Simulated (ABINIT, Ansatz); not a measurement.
# CaHClO (P6_3mc): G0W0 on several meshes in ABINIT

Aim: the GW shift of CaHClO (P6_3mc) against the k mesh.

Program: ABINIT 10.8.3. Level of theory: LDA and many-body steps on it, plane waves. Results are calculated unless marked as measured.

This is a report of a sequence of runs, with most program output left out.

## Step 1: Starting point

Symmetry: P6_3mc, No. 186, hexagonal system. Conventional cell: a = 3.870 Å, b = 3.870 Å, c = 9.810 Å, α = 90.00°, β = 90.00°, γ = 120.00°. Nearest to Ca lie 3 O at 2.33 Å and 3 H at 2.77 Å and 4 Cl at 2.87 to 3.11 Å. H has 1 O at 0.97 Å nearest. Nearest to Cl lie 3 H at 2.67 Å and 4 Ca at 2.87 to 3.11 Å. Nearest to O lie 1 H at 0.97 Å and 3 Ca at 2.33 Å. Farther neighbours and most contacts between anions are not listed.

The cell and positions are those that the Materials Project relaxed with its own functionals (PBE, PBE+U or r2SCAN), kept fixed.

## Step 2: Empty states on the mesh, 3×3×2 mesh, 443 bands

This step: ABINIT 10.8.3; DFT, LDA, plane waves, norm-conserving pseudopotentials.

The sums over transitions need many empty states on a uniform mesh; this step solves for them.

The input, run.abi:

```
acell 3*1.0 Angstrom
rprim 
  3.869837503795 0.000000000001 0.000000000000
  -1.934918751899 3.351377586804 0.000000000000
  0.000000000000 0.000000000000 9.809829070000
ntypat 4
znucl 20 1 17 8
natom 8
typat 1 1 2 2 3 3 4 4
xred 
  0.333333333333 0.666666666667 0.000072350000
  0.666666666667 0.333333333333 0.500072350000
  0.000000000000 0.000000000000 0.166937970000
  0.000000000000 0.000000000000 0.666937970000
  0.333333333333 0.666666666667 0.316666000000
  0.666666666667 0.333333333333 0.816666000000
  0.000000000000 0.000000000000 0.068122680000
  0.000000000000 0.000000000000 0.568122680000
pp_dirpath "pseudos"
pseudos "Ca.upf, H.upf, Cl.upf, O.upf"
ecut 36
ngkpt 3 3 2
nshiftk 1
shiftk 0 0 0
kptopt 1
chksymbreak 0
iscf -2
irdden 1
istwfk *1
nband 443
nbdbuf 40
tolwfr 1e-09
nstep 60
prtvol 0
indata_prefix "in"
outdata_prefix "out"
tmpdata_prefix "tmp"
```

Command:

```bash
$ OMP_NUM_THREADS=1 mpirun -n 4 abinit run.abi > log
```

Run time: 11 min. Hardware: 4 MPI ranks of Arm Neoverse V1, shared host; peak memory 0.79 GiB; 44 min of CPU time.

Numbers from this step:

| Property | Result |
| --- | --- |
| gap | 5.066 eV |
| k of the valence top | 0, 0, 0 |
| k of the conduction bottom | 0, 0, 0 |
| least direct gap | 5.066 eV |
| k points computed | 6 |
| lowest point of the top converged band, above the valence top | 112.2755 eV |

On this mesh the gap is 5.066 eV.

The density comes from a self-consistent run that is not shown.

## Step 3: Screening, 3×3×2 mesh, 178 bands, screening to 141.5 eV

The RPA dielectric matrix is built and inverted for each q.

This step: RPA screening on LDA, plane waves, norm-conserving pseudopotentials.

run.abi: that of step 2 with these lines changed.

```diff
@@ -26,10 +26,11 @@
 chksymbreak 0
-iscf -2
-irdden 1
 istwfk *1
-nband 443
-nbdbuf 40
-tolwfr 1e-09
-nstep 60
-prtvol 0
+occopt 1
+irdwfk 1
+optdriver 3
+nband 178
+ecuteps 5.2
+inclvkb 2
+awtr 1
+symchi 1
 indata_prefix "in"
```

It took 2 min on 4 MPI ranks; peak memory 1.8 GiB.

This step gave:

```
ε∞ with local fields, on this mesh, along the program's q direction : 2.953
the same without local fields                                       : 3.370
plasma frequency                                                    : 22.81 eV
plane waves in the screening matrix                                 : 499
```

Local fields lower ε∞ by 12 %. On a Γ-centred mesh this coarse the value itself is usually too large, while a short band sum pulls it down.

## Step 4: 3×3×2

The self-energy is evaluated for the states that the input lists, and the levels follow from it, in one-shot runs by the linearised quasiparticle equation.

This step: G0W0 on LDA, plane waves, norm-conserving pseudopotentials.

run.abi: that of step 3 with these lines changed.

```diff
@@ -29,8 +29,15 @@
 irdwfk 1
-optdriver 3
+optdriver 4
 nband 178
+gwcalctyp 0
+ecutsigx 36
+symsigma 1
+nkptgw 1
+kptgw 
+  0.0000000000 0.0000000000 0.0000000000
+bdgw 
+  23 26
 ecuteps 5.2
-inclvkb 2
-awtr 1
-symchi 1
+irdscr 1
+ppmodel 1
 indata_prefix "in"
```

The job ended after 18 s (4 MPI ranks; peak memory 1.4 GiB; 72 s of CPU time).

Numbers from this step:

```yaml
g0w0_gap_on_the_points_computed: 7.658 eV
starting_gap_on_the_mesh: 5.066 eV
k_of_the_valence_top: 0, 0, 0
k_of_the_conduction_bottom: 0, 0, 0
z_at_the_valence_top: 0.809
z_at_the_conduction_bottom: 0.859
least_direct_g0w0_gap_on_the_computed_points: 7.658 eV
```

The gap on the mesh goes from 5.07 eV to 7.66 eV, a correction of +2.59 eV.

## Step 5: Empty states on the mesh, 3×3×1 mesh, 194 bands

This step: DFT, LDA, plane waves, norm-conserving pseudopotentials.

run.abi: that of step 4 with these lines changed.

```diff
@@ -21,3 +21,3 @@
 ecut 36
-ngkpt 3 3 2
+ngkpt 3 3 1
 nshiftk 1
@@ -26,18 +26,10 @@
 chksymbreak 0
+iscf -2
+irdden 1
 istwfk *1
-occopt 1
-irdwfk 1
-optdriver 4
-nband 178
-gwcalctyp 0
-ecutsigx 36
-symsigma 1
-nkptgw 1
-kptgw 
-  0.0000000000 0.0000000000 0.0000000000
-bdgw 
-  23 26
-ecuteps 5.2
-irdscr 1
-ppmodel 1
+nband 194
+nbdbuf 16
+tolwfr 1e-09
+nstep 60
+prtvol 0
 indata_prefix "in"
```

Elapsed: 87 s, on 4 MPI ranks; peak memory 0.45 GiB.

Numbers from this step:

- gap: 5.066 eV
- k of the valence top: 0, 0, 0
- k of the conduction bottom: 0, 0, 0
- least direct gap: 5.066 eV
- k points computed: 3
- lowest point of the top converged band, above the valence top: 59.6675 eV

On this mesh the gap is 5.066 eV.

## Step 6: Screening, 3×3×1 mesh, 178 bands, screening to 141.5 eV

This step: RPA screening on LDA, plane waves, norm-conserving pseudopotentials.

run.abi: that of step 5 with these lines changed.

```diff
@@ -26,10 +26,11 @@
 chksymbreak 0
-iscf -2
-irdden 1
 istwfk *1
-nband 194
-nbdbuf 16
-tolwfr 1e-09
-nstep 60
-prtvol 0
+occopt 1
+irdwfk 1
+optdriver 3
+nband 178
+ecuteps 5.2
+inclvkb 2
+awtr 1
+symchi 1
 indata_prefix "in"
```

Wall time 44 s (4 MPI ranks); peak memory 1.2 GiB; 3 min of CPU time.

This step gave:

- ε∞ with local fields, on this mesh, along the program's q direction: 2.978
- the same without local fields: 3.394
- plasma frequency: 22.81 eV
- plane waves in the screening matrix: 499

## Step 7: 3×3×1

This step: G0W0 on LDA, plane waves, norm-conserving pseudopotentials.

run.abi: that of step 6 with these lines changed.

```diff
@@ -29,8 +29,15 @@
 irdwfk 1
-optdriver 3
+optdriver 4
 nband 178
+gwcalctyp 0
+ecutsigx 36
+symsigma 1
+nkptgw 1
+kptgw 
+  0.0000000000 0.0000000000 0.0000000000
+bdgw 
+  23 26
 ecuteps 5.2
-inclvkb 2
-awtr 1
-symchi 1
+irdscr 1
+ppmodel 1
 indata_prefix "in"
```

Elapsed: 11 s, on 4 MPI ranks; peak memory 0.88 GiB; 46 s of CPU time.

Numbers from this step:

| Property | Result |
| --- | --- |
| G0W0 gap on the points computed | 7.735 eV |
| starting gap on the mesh | 5.066 eV |
| k of the valence top | 0, 0, 0 |
| k of the conduction bottom | 0, 0, 0 |
| Z at the valence top | 0.802 |
| Z at the conduction bottom | 0.851 |
| least direct G0W0 gap on the computed points | 7.735 eV |

Against G0W0 in ABINIT (3×3×2 mesh, 178 bands, screening to 141.5 eV, Godby-Needs plasmon pole), the gap moves by +0.077 eV.

## Step 8: Empty states on the mesh, 6×6×2 mesh, 194 bands

This step: DFT, LDA, plane waves, norm-conserving pseudopotentials.

run.abi: that of step 7 with these lines changed.

```diff
@@ -21,3 +21,3 @@
 ecut 36
-ngkpt 3 3 1
+ngkpt 6 6 2
 nshiftk 1
@@ -26,18 +26,10 @@
 chksymbreak 0
+iscf -2
+irdden 1
 istwfk *1
-occopt 1
-irdwfk 1
-optdriver 4
-nband 178
-gwcalctyp 0
-ecutsigx 36
-symsigma 1
-nkptgw 1
-kptgw 
-  0.0000000000 0.0000000000 0.0000000000
-bdgw 
-  23 26
-ecuteps 5.2
-irdscr 1
-ppmodel 1
+nband 194
+nbdbuf 16
+tolwfr 1e-09
+nstep 60
+prtvol 0
 indata_prefix "in"
```

It took 5.5 min on 4 MPI ranks; peak memory 0.77 GiB.

This step gave:

* gap: 5.066 eV
* k of the valence top: 0, 0, 0
* k of the conduction bottom: 0, 0, 0
* least direct gap: 5.066 eV
* k points computed: 14
* lowest point of the top converged band, above the valence top: 57.5915 eV

On this mesh the gap is 5.066 eV.

## Step 9: Screening, 6×6×2 mesh, 178 bands, screening to 141.5 eV

This step: RPA screening on LDA, plane waves, norm-conserving pseudopotentials.

run.abi: that of step 8 with these lines changed.

```diff
@@ -26,10 +26,11 @@
 chksymbreak 0
-iscf -2
-irdden 1
 istwfk *1
-nband 194
-nbdbuf 16
-tolwfr 1e-09
-nstep 60
-prtvol 0
+occopt 1
+irdwfk 1
+optdriver 3
+nband 178
+ecuteps 5.2
+inclvkb 2
+awtr 1
+symchi 1
 indata_prefix "in"
```

Elapsed: 14 min, on 4 MPI ranks; peak memory 3.3 GiB.

This step gave:

| Item | Value |
| --- | --- |
| ε∞ with local fields, on this mesh, along the program's q direction | 2.867 |
| the same without local fields | 3.278 |
| plasma frequency | 22.81 eV |
| plane waves in the screening matrix | 499 |

## Step 10: 6×6×2

This step: G0W0 on LDA, plane waves, norm-conserving pseudopotentials.

run.abi: that of step 9 with these lines changed.

```diff
@@ -29,8 +29,15 @@
 irdwfk 1
-optdriver 3
+optdriver 4
 nband 178
+gwcalctyp 0
+ecutsigx 36
+symsigma 1
+nkptgw 1
+kptgw 
+  0.0000000000 0.0000000000 0.0000000000
+bdgw 
+  23 26
 ecuteps 5.2
-inclvkb 2
-awtr 1
-symchi 1
+irdscr 1
+ppmodel 1
 indata_prefix "in"
```

Run time: 37 s. Hardware: 4 MPI ranks; peak memory 3.1 GiB.

Numbers from this step:

* G0W0 gap on the points computed: 7.752 eV
* starting gap on the mesh: 5.066 eV
* k of the valence top: 0, 0, 0
* k of the conduction bottom: 0, 0, 0
* least direct G0W0 gap on the computed points: 7.752 eV

Against G0W0 in ABINIT (3×3×2 mesh, 178 bands, screening to 141.5 eV, Godby-Needs plasmon pole), the gap moves by +0.094 eV.

## Step 11: Side by side

Times are wall times on 4 MPI ranks of Arm Neoverse V1, shared host, good to a factor of about two. A run's time includes the screening step that it read.

```csv
run,mesh,bands,screening cutoff (eV),DFT gap (eV),gap on the mesh (eV),direct (eV),ε∞ used,time
3×3×2,3×3×2,178,141.5,5.066,7.658,7.658,2.95,2.3 min
3×3×1,3×3×1,178,141.5,5.066,7.735,7.735,2.98,56 s
6×6×2,6×6×2,178,141.5,5.066,7.752,7.752,2.87,14 min
```

## Step 12: Results

| Property | Result |
| --- | --- |
| 3×3×2 | 7.658 eV |
| 3×3×1 | 7.735 eV |
| 6×6×2 | 7.752 eV |
| known limits | not at the basis limit; coarse k mesh |

In words: 3×3×1: +0.077 eV against 3×3×2. 6×6×2: +0.094 eV against 3×3×2. Bands and cutoff are finite, so the gap is not at the basis limit. The miss can reach some tenths of an eV and take either sign; the mesh is an error of its own. In the G0W0 runs levels were corrected at 1 k point alone, so a gap called «on the mesh» is the least over those, and an edge elsewhere would be missed. The 3×3×2 mesh is coarse for this cell, which bears on the long-range parts of exchange and screening.

[Paths, hosts, dates, memory and timing lines, banners, echoed tables and standing remarks are left out of the program output.]

[Logs are printed without paths, hosts, clocks, repeated set-up lines and the standing remarks that a program may print on its own settings, such as how far it seeks lower states.]

[Runs of the session that timed out or met a known fault of the program may be left out.]

[Hosts, paths, dates, database ids (printed as entryN), source tags and the programs' standing remarks are cut or masked in the printed files.]

[G0W0 gaps are taken among the corrected bands and points alone; a level outside them can change the order at an edge.]

[Where Ansatz stands beside ABINIT at settings called matched, ABINIT's density can come from a denser mesh and the files from another edition; pairs whose starting gaps differed by over 0.03 eV were left out, so agreement reads better than it is.]
